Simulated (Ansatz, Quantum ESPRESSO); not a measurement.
# MgS, rock salt type, strained in the (001) plane: the gap on the mesh at a withheld member of a series

Method. Quantum ESPRESSO 7.5, PBE, GBRV ultrasoft. The cubic cell is relaxed first; each member is held at its strain in the plane while the axis along [001] relaxes. pwcond (ikind = 0) gives the complex bands along [001] at three points across. Fixed occupations. The series steps biaxial strain in the plane.

| biaxial strain in the plane | gap on the mesh (eV) |
| --- | --- |
| -4 % | 2.639 |
| -3 % | 2.658 |
| -2 % | 2.685 |
| -1 % | 2.720 |
| 0 % | 2.757 |
| 1 % | 2.654 |
| 2 % | 2.563 |
| 3 % | 2.481 |

To predict: What is the gap on the mesh at 4 %?

By hand: The rows at 2 % and 3 % give a slope of (2.481 − (2.563))/(3 − (2)) = −0.082, so a straight line gives 2.399 eV. A parabola through these and the row at 1 % gives 2.408 eV.

What the calculation gave: 2.408 eV. The line misses by −0.009 and the parabola by 0.000 eV. The parabola does better.

**Limits.** Atoms keep their symmetric sites, so polar or tilted distortions are left out; semilocal gaps and decay constants are too small; no spin-orbit coupling; three points across.
